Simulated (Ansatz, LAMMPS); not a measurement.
# Relaxing Zn2+ triflate in trimethyl phosphate and propylene carbonate, from a frame at 350 K (201 atoms)

Aim: bring Zn2+ triflate in trimethyl phosphate and propylene carbonate, from a frame at 350 K (201 atoms) to a nearby minimum of the energy and see what moves.

Method: Kohn-Sham DFT, PBE+D4, PAW (set soft_2), plane waves, in Ansatz 0.2.0.

This is a report of a sequence of runs, with most program output left out.

## (1) Starting point

The cell holds 201 atoms: 42 C, 51 O, 6 P, 84 H, 4 S, 12 F and 2 Zn. Cell: a = 13.385 Å, b = 13.385 Å, c = 13.385 Å, α = 90.0°, β = 90.0°, γ = 90.0°. 6 trimethyl phosphate, 5 propylene carbonate, 2 Zn2+, 4 triflate placed at random, at 1.44 g/cm³; overlaps pushed apart, then 10 ps at 550 K with divalent ions of Li, Roberts, Chakravorty and Merz (J. Chem. Theory Comput. 9, 2733 (2013)); MMFF94 bonds, angles, torsions, charges and radii (Halgren, J. Comput. Chem. 17, 490 (1996)) in harmonic and 12-6 forms; charges of ions scaled by 0.8. Snapshot after 30 ps at 350 K and fixed volume.

Before any run, some limits are plain. The network of contacts between molecules at the start is that of the classical potential that made the cell. The density was typed from a rule of thumb and may lie off the real one at this temperature. Only the Γ point is sampled, in a cell whose shortest periodic width is 13 Å.

## (2) Making the structure

A classical potential makes the cell, at a small fraction of what the same run would cost in DFT.

This step: classical MD, divalent ions of Li, Roberts, Chakravorty and Merz (J. Chem. Theory Comput. 9, 2733 (2013)); MMFF94 bonds, angles, torsions, charges and radii (Halgren, J. Comput. Chem. 17, 490 (1996)) in harmonic and 12-6 forms; charges of ions scaled by 0.8 (LAMMPS 22 Jul 2025 - Update 4).

in.lmp

```
# Zn2+ triflate in trimethyl phosphate and propylene carbonate
units real
atom_style full
boundary p p p
bond_style harmonic
angle_style harmonic
dihedral_style opls
improper_style harmonic
special_bonds lj 0 0 0.5 coul 0 0 0.75
read_data data.lmp
neigh_modify delay 0 every 1 check yes one 4000
comm_modify cutoff 12.0
timestep 0.5
thermo_style custom step time temp pe press density
thermo_modify norm yes
# push overlapping molecules apart
pair_style soft 2.6
pair_coeff * * 0.0
variable a equal ramp(1,60)
fix ad all adapt 1 pair soft a * * v_a
velocity all create 550 49441 mom yes dist gaussian
fix lim all nve/limit 0.03
fix lan all langevin 550 550 50 49442 zero yes
thermo 1000
run 3000 post no
unfix ad
pair_style lj/cut/coul/long 9.0
pair_modify mix arithmetic tail yes
pair_coeff 1 1 0.0678 3.3680   # C
pair_coeff 2 2 0.0763 3.0430   # O
pair_coeff 3 3 0.2596 3.1940   # P
pair_coeff 4 4 0.0763 3.0960   # O
pair_coeff 5 5 0.0216 2.5400   # H
pair_coeff 6 6 0.0678 3.4070   # C
# [... 22 lines left out ...]
compute msd all msd com yes
thermo 7500
fix md all nvt temp 350 350 100
run 30000 post no
print "== T350: mean square displacement over the hold $(c_msd[4]:%.2f) A^2"
unfix md
uncompute msd
write_dump all custom T350.dump id type xs ys zs modify sort id
```

The run is started by

```bash
lmp -in in.lmp -log none -nocite
```

Wall time 34 s (1 thread of Intel Xeon Platinum 8488C (Sapphire Rapids), shared host); peak memory 0.12 GiB.

The input also reads data.lmp (atoms, bonds and types; not printed here).

## (3) Single point at the start

The forces at the start show how far the geometry lies from a minimum of this functional.

input.yaml

```yaml
crystal:
  lattice:
    - [13.38458, 0.0, 0.0]
    - [0.0, 13.38458, 0.0]
    - [0.0, 0.0, 13.38458]
  atoms:
    - { symbol: C, position: [0.75994, 0.02319, 0.58056] }
    - { symbol: O, position: [0.72663, 0.92269, 0.57626] }
    - { symbol: P, position: [0.74368, 0.87557, 0.46912] }
    - { symbol: O, position: [0.69828, 0.92677, 0.37725] }
    - { symbol: O, position: [0.86265, 0.86189, 0.46273] }
    - { symbol: C, position: [0.91006, 0.87435, 0.37016] }
    - { symbol: O, position: [0.70672, 0.76264, 0.47424] }
    - { symbol: C, position: [0.74593, 0.70142, 0.55839] }
    - { symbol: H, position: [0.69998, 0.0769, 0.58101] }
    - { symbol: H, position: [0.8161, 0.04012, 0.52025] }
    - { symbol: H, position: [0.80922, 0.02591, 0.64822] }
    - { symbol: H, position: [0.98001, 0.84455, 0.37735] }
    - { symbol: H, position: [0.92274, 0.95474, 0.34967] }
    - { symbol: H, position: [0.86663, 0.84241, 0.30415] }
    - { symbol: H, position: [0.80107, 0.74855, 0.59724] }
    - { symbol: H, position: [0.69807, 0.67064, 0.61413] }
    - { symbol: H, position: [0.79346, 0.64938, 0.5136] }
    - { symbol: C, position: [0.05609, 0.17828, 0.32483] }
    - { symbol: O, position: [0.14602, 0.16417, 0.27362] }
    - { symbol: P, position: [0.13647, 0.1418, 0.15429] }
    - { symbol: O, position: [0.2385, 0.1365, 0.09777] }
    - { symbol: O, position: [0.07063, 0.04277, 0.14564] }
    - { symbol: C, position: [0.12166, 0.94867, 0.13661] }
    - { symbol: O, position: [0.0647, 0.22952, 0.11972] }
    - { symbol: C, position: [0.03961, 0.22205, 0.02279] }
    - { symbol: H, position: [0.99473, 0.20605, 0.28552] }
    - { symbol: H, position: [0.06701, 0.23113, 0.38652] }
    - { symbol: H, position: [0.03701, 0.10122, 0.35028] }
    - { symbol: H, position: [0.13866, 0.92249, 0.21584] }
    - { symbol: H, position: [0.18468, 0.94792, 0.0844] }
    - { symbol: H, position: [0.06492, 0.89653, 0.1099] }
    - { symbol: H, position: [0.09524, 0.25844, 0.97082] }
    [... 163 atom lines left out ...]
    - { symbol: C, position: [0.48611, 0.42455, 0.98425] }
    - { symbol: F, position: [0.49366, 0.5281, 0.9611] }
    - { symbol: F, position: [0.54995, 0.3845, 0.91684] }
    - { symbol: F, position: [0.52422, 0.41798, 0.08058] }
    - { symbol: Zn, position: [0.6055, 0.96633, 0.27843] }
    - { symbol: Zn, position: [0.32535, 0.14218, 0.98044] }
kpoints:
  mp_grid: { grid: [1, 1, 1] }
hamiltonian:
  xc: pbe
  dispersion: d4
scf:
  occupations: { method: fixed }
output:
  forces: true
  stress: true
  populations: intrinsic
  dos:
    method: { smearing: { sigma: 0.08 } }
    de: 0.1
    projected: { site_lists: { C: [C], F: [F], H: [H], O: [O], P: [P] } }
  eigenvalues: true
```

The run is started by

```bash
ansatz run input.yaml --threads 4 --pin off --max-ram 8192MiB --backend cpu --events-out ev --progress --plain --runs-dir out
```

Elapsed: 40 s, on 4 threads of Intel Xeon Platinum 8488C (Sapphire Rapids), shared host; peak memory 3.8 GiB; 2.5 min of CPU time.

Read from the output:

```
free energy                                      : -65281.7554 eV
free energy per atom                             : -324.7849 eV/atom
SCF cycles                                       : 11
pressure                                         : 2.243 GPa
r.m.s. force component                           : 1.267 eV/Å
longest force                                    : 5.851 eV/Å
Fermi energy                                     : 0.2877 eV
gap (highest filled to lowest empty level) : 3.735 eV
```

The r.m.s. force component of 1.3 eV/Å and the pressure of 2.2 GPa set the starting point.

Neighbours are counted within 1.34 Å (H-C), 1.73 Å (O-C), 2.02 Å (O-P), 1.93 Å (O-S), 2.43 Å (O-Zn), 1.85 Å (C-C), 1.62 Å (C-F), 2.21 Å (C-S).

Length of the force by element and coordination:

```tsv
element	coordination	atoms	mean length of the force (eV/Å)	spread	least	most
C	all	42	2.51	0.862	0.970	4.00
C	3	5	2.62	0.954	1.16	4.00
C	4	37	2.50	0.847	0.970	3.93
F	all	12	1.36	0.420	0.395	1.88
H	all	84	1.09	0.668	0.152	3.35
O	all	51	2.31	1.37	0.468	5.85
O	1	12	1.34	0.855	0.468	3.26
O	2	39	2.60	1.37	0.884	5.85
P	all	6	3.43	1.37	1.54	5.81
S	all	4	3.55	1.08	1.78	4.64
Zn	all	2	1.82	0.254	1.56	2.07
Zn	5	1	2.07	0	2.07	2.07
Zn	6	1	1.56	0	1.56	1.56
```

## (4) Relaxation

With the cell held, the atoms are moved downhill towards a nearby minimum.

input.yaml, the sections that differ from step 3:

```yaml
output:
  forces: true
relax:
  f_tol: 0.03
  max_steps: 200
# crystal, kpoints, hamiltonian, scf: as in step 3
```

Run time: 15 min. Hardware: 4 threads; peak memory 3.4 GiB.

Relaxation path (22 of 53):

```tsv
step	energy less that of the first step (eV)	largest force component (eV/Å)
1	0.0000	5.5328
3	-11.3960	1.8528
6	-12.8403	0.3200
8	-13.0653	0.5560
11	-13.2857	0.4867
13	-13.3819	0.9495
16	-13.5105	0.7288
18	-13.5773	0.8442
21	-13.6768	0.4933
23	-13.7318	0.5339
26	-13.8349	0.2304
28	-13.8786	0.3607
31	-13.9406	0.2248
33	-13.9691	0.2825
36	-14.0076	0.2743
38	-14.0289	0.2287
41	-14.0546	0.2766
43	-14.0686	0.1291
46	-14.0777	0.0786
48	-14.0811	0.0501
51	-14.0836	0.0331
53	-14.0842	0.0157
```

Relaxation step 52 was tried and not accepted.

The atoms that moved most (Å):

```tsv
atom	dx	dy	dz	length
O168	-0.822	0.604	2.224	2.447
H17	-2.336	0.538	0.227	2.408
O147	-1.495	-1.616	0.541	2.267
O171	1.628	1.410	0.476	2.206
H63	0.127	-1.669	1.428	2.200
H64	-1.016	0.015	1.917	2.170
O148	-1.611	-1.052	0.456	1.977
C146	-1.511	-1.257	0.189	1.974
```

The relaxation changed the energy by -70.1 meV/atom, and atoms moved by 1.1 Å r.m.s., 2.4 Å at most.

## (5) Distances and neighbours after relaxation

Bonds before and after, by the cutoffs listed below:

```tsv
pair	bonds before	bonds after	mean before (Å)	mean after (Å)	spread before (Å)	spread after (Å)
H-C	84	84	1.089	1.096	0.031	0.002
O-C	43	43	1.379	1.403	0.066	0.082
O-P	24	24	1.587	1.560	0.040	0.043
O-S	12	12	1.462	1.468	0.022	0.016
O-Zn	11	11	1.894	2.079	0.067	0.063
C-C	10	10	1.525	1.518	0.025	0.011
C-F	12	12	1.383	1.349	0.024	0.007
C-S	4	4	1.798	1.885	0.024	0.016
```

Density 1.44 g/cm³, 11.93 Å³ an atom.

g(r), total and by pair (bins of 0.2 Å):

```tsv
r (Å)	total	H-H	H-O	H-C	H-F	H-P	H-S
1.00	3.39	0.00	0.00	19.40	0.00	0.00	0.00
1.20	0.19	0.00	0.00	0.21	0.00	0.00	0.00
1.40	1.56	0.00	0.00	0.00	0.00	0.00	0.00
1.60	0.56	0.00	0.00	0.00	0.00	0.00	0.00
1.80	1.14	6.29	0.00	0.00	0.00	0.00	0.00
2.00	0.65	0.00	2.56	0.00	0.00	0.00	0.00
2.20	0.94	0.05	0.98	2.00	0.00	0.00	0.00
2.40	0.59	1.06	0.41	0.00	0.16	0.00	0.00
2.60	1.00	0.94	1.27	0.23	0.55	0.53	0.00
2.80	0.82	0.89	1.54	0.71	1.08	3.31	0.00
3.00	0.93	1.16	0.96	0.56	1.14	3.63	0.30
3.20	0.80	0.77	0.74	1.10	0.65	0.91	1.40
3.40	0.89	0.67	0.83	1.07	0.83	1.12	1.21
3.60	1.02	0.58	0.72	1.33	1.17	2.41	2.00
3.80	0.97	0.86	0.96	0.90	0.99	0.91	1.17
4.00	1.03	1.26	1.27	1.05	1.00	0.71	1.41
4.20	1.06	1.35	1.39	0.86	0.54	0.43	0.32
4.40	1.06	0.99	1.16	1.04	1.17	0.29	0.59
4.60	1.06	1.05	1.07	1.21	1.53	0.37	1.20
4.80	1.10	1.25	0.92	1.48	1.27	0.83	1.36
5.00	1.01	0.77	0.98	1.33	1.09	1.06	0.81
5.20	0.98	0.84	0.83	1.10	1.27	1.19	1.57
5.40	1.02	1.05	0.95	0.74	1.16	1.17	0.78
5.60	0.99	0.99	0.88	0.87	1.12	1.02	0.73
5.80	1.02	1.07	1.07	0.84	1.21	1.02	1.35
6.00	0.96	1.01	0.92	0.92	0.92	1.00	0.63
6.20	1.01	0.83	1.05	0.86	1.18	1.13	0.95
6.40	1.04	1.07	0.98	1.08	1.20	0.69	1.04
```

Bonds by pair of elements; cutoffs follow the first minimum of g(r), held within bounds set by covalent radii, and pairs that aren't listed don't count as bonded:

```tsv
pair A-B	cutoff (Å)	bonds	mean length (Å)	spread (Å)	shortest (Å)	B about A	A about B
H-C	1.34	84	1.10	0.002	1.09	1	2
O-C	1.73	43	1.40	0.082	1.21	0.843	1.02
O-P	2.02	24	1.56	0.043	1.48	0.471	4
O-S	1.93	12	1.47	0.016	1.45	0.235	3
O-Zn	2.5	11	2.08	0.063	2.01	0.216	5.5
C-C	1.85	10	1.52	0.011	1.51	0.476	0.476
C-F	1.62	12	1.35	0.007	1.34	0.286	1
C-S	2.21	4	1.89	0.016	1.87	0.095	1
```

How many atoms have how many bonded neighbours:

```tsv
element	mean	1	2	3	4	5	6
C	3.88	0	0	5	37	0	0
F	1	12	0	0	0	0	0
H	1	84	0	0	0	0	0
O	1.76	12	39	0	0	0	0
P	4	0	0	0	6	0	0
S	4	0	0	0	4	0	0
Zn	5.5	0	0	0	0	1	1
```

Bond angles (no mean is given where the spread exceeds 20°):

```tsv
angle	count	mean (°)	spread (°)
H-C-H	74	110	0.8
H-C-O	69	109	1.9
O-P-O	36	109	5.2
C-C-H	35	111	1.5
O-Zn-O	25	-	-
```

Bond length by coordination (bonds to H left out):

```tsv
element	coordination	atoms	mean bond length (Å)
C	3	5	1.30
C	4	37	1.48
O	1	12	1.40
O	2	39	1.56
Zn	5	1	2.04
Zn	6	1	2.11
```

Rings of the network by King's shortest-path rule, up to 12 atoms, one path for each pair of neighbours; H, halogens, alkali and alkaline-earth atoms are left out, and the last column divides by all other atoms, bonded or not:

```tsv
ring size (atoms)	rings	per network atom
5	5	0.048
```

By these cutoffs 88 % of C atoms have 4, all F atoms have 1, all H atoms have 1 and 76 % of O atoms have 2 bonded neighbours. The H-C-H angle averages 110° with a spread of 0.8°. All rings counted have 5 atoms.

## (6) Single point at the relaxed geometry

One more single point at the end of the walk gives the fuller output and checks the residual forces.

input.yaml

```yaml
crystal:
  lattice:
    - [13.38458, 0.0, 0.0]
    - [0.0, 13.38458, 0.0]
    - [0.0, 0.0, 13.38458]
  atoms:
    - { symbol: C, position: [0.76284, 0.07245, 0.5515] }
    - { symbol: O, position: [0.72228, 0.97123, 0.5444] }
    - { symbol: P, position: [0.74637, 0.90522, 0.45026] }
    - { symbol: O, position: [0.73459, 0.95303, 0.35023] }
    - { symbol: O, position: [0.8583, 0.87042, 0.47037] }
    - { symbol: C, position: [0.91229, 0.81661, 0.39349] }
    - { symbol: O, position: [0.67504, 0.81172, 0.45863] }
    - { symbol: C, position: [0.66564, 0.75383, 0.54968] }
    - { symbol: H, position: [0.75097, 0.11234, 0.481] }
    - { symbol: H, position: [0.84272, 0.0696, 0.56931] }
    - { symbol: H, position: [0.72152, 0.10886, 0.61171] }
    - { symbol: H, position: [0.99168, 0.82636, 0.41064] }
    - { symbol: H, position: [0.89487, 0.84707, 0.31946] }
    - { symbol: H, position: [0.89312, 0.73695, 0.39616] }
    - { symbol: H, position: [0.73907, 0.72906, 0.57589] }
    - { symbol: H, position: [0.62864, 0.79813, 0.60756] }
    - { symbol: H, position: [0.61893, 0.68954, 0.53056] }
    - { symbol: C, position: [0.04253, 0.2222, 0.29619] }
    - { symbol: O, position: [0.13546, 0.20912, 0.24082] }
    - { symbol: P, position: [0.13252, 0.17441, 0.12771] }
    - { symbol: O, position: [0.23649, 0.16644, 0.0893] }
    - { symbol: O, position: [0.06943, 0.07348, 0.12398] }
    - { symbol: C, position: [0.11681, 0.98015, 0.15155] }
    - { symbol: O, position: [0.06133, 0.25169, 0.07538] }
    - { symbol: C, position: [0.05551, 0.26046, 0.96756] }
    - { symbol: H, position: [0.99946, 0.28407, 0.26432] }
    - { symbol: H, position: [0.06352, 0.23921, 0.37328] }
    - { symbol: H, position: [0.99869, 0.15292, 0.2943] }
    - { symbol: H, position: [0.18644, 0.99199, 0.19291] }
    - { symbol: H, position: [0.13344, 0.93831, 0.08322] }
    - { symbol: H, position: [0.06334, 0.93959, 0.19847] }
    - { symbol: H, position: [0.13053, 0.26398, 0.93502] }
    [... 163 atom lines left out ...]
    - { symbol: C, position: [0.4741, 0.4413, 0.96126] }
    - { symbol: F, position: [0.45279, 0.53104, 0.92056] }
    - { symbol: F, position: [0.54656, 0.39773, 0.90724] }
    - { symbol: F, position: [0.50853, 0.45663, 0.05471] }
    - { symbol: Zn, position: [0.60994, 0.98409, 0.26769] }
    - { symbol: Zn, position: [0.34516, 0.12765, 0.98399] }
kpoints:
  mp_grid: { grid: [1, 1, 1] }
hamiltonian:
  xc: pbe
  dispersion: d4
scf:
  occupations: { method: fixed }
output:
  forces: true
  stress: true
  populations: intrinsic
  dos:
    method: { smearing: { sigma: 0.15 } }
    de: 0.1
    projected: { site_lists: { C: [C], F: [F], H: [H], O: [O], P: [P] } }
  eigenvalues: true
  write_density: true
  write_potential: true
  volumetric_format: npy
```

It took 41 s on 4 threads; peak memory 3.8 GiB; 2.6 min of CPU time.

The program notes that the exchange-correlation potential is rough where the density is thin.

Numbers from this run:

```yaml
free_energy: -65295.8396 eV
free_energy_per_atom: -324.8549 eV/atom
scf_cycles: 11
pressure: -0.1974 GPa
r_m_s_force_component: 0.00244 eV/Å
longest_force: 0.01778 eV/Å
fermi_energy: -0.04723 eV
spacing_of_highest_filled_and_lowest_empty_level: 4.468 eV
```

Intrinsic-atomic-orbital charges by element and coordination:

```tsv
element	coordination	atoms	mean charge (e)	spread	least	most
C	all	42	-0.0744	0.395	-0.536	0.681
C	3	5	0.665	0.0121	0.652	0.681
C	4	37	-0.174	0.306	-0.536	0.589
F	all	12	-0.270	0.0122	-0.298	-0.249
H	all	84	0.192	0.0122	0.167	0.218
O	all	51	-0.677	0.232	-1.00	-0.318
O	1	12	-0.816	0.188	-0.953	-0.486
O	2	39	-0.634	0.228	-1.00	-0.318
P	all	6	2.14	0.0146	2.11	2.15
S	all	4	2.22	0.0074	2.21	2.23
Zn	all	2	1.52	0.0059	1.52	1.53
Zn	5	1	1.52	0	1.52	1.52
Zn	6	1	1.53	0	1.53	1.53
```

(Part 1 of 2 ends here.)

[Logs are printed without paths, hosts, clocks, repeated set-up lines and the standing remarks that a program may print on its own settings, such as how far it seeks lower states.]

[Hosts, paths, dates, database ids (printed as entryN), source tags and the programs' standing remarks are cut or masked in the printed files.]

[The MMFF94 radii named for the starting cell were scaled by 0.96; in molecules described by MMFF94, hydrogen bound to N, O or S took a small fixed 12-6 site in their place.]
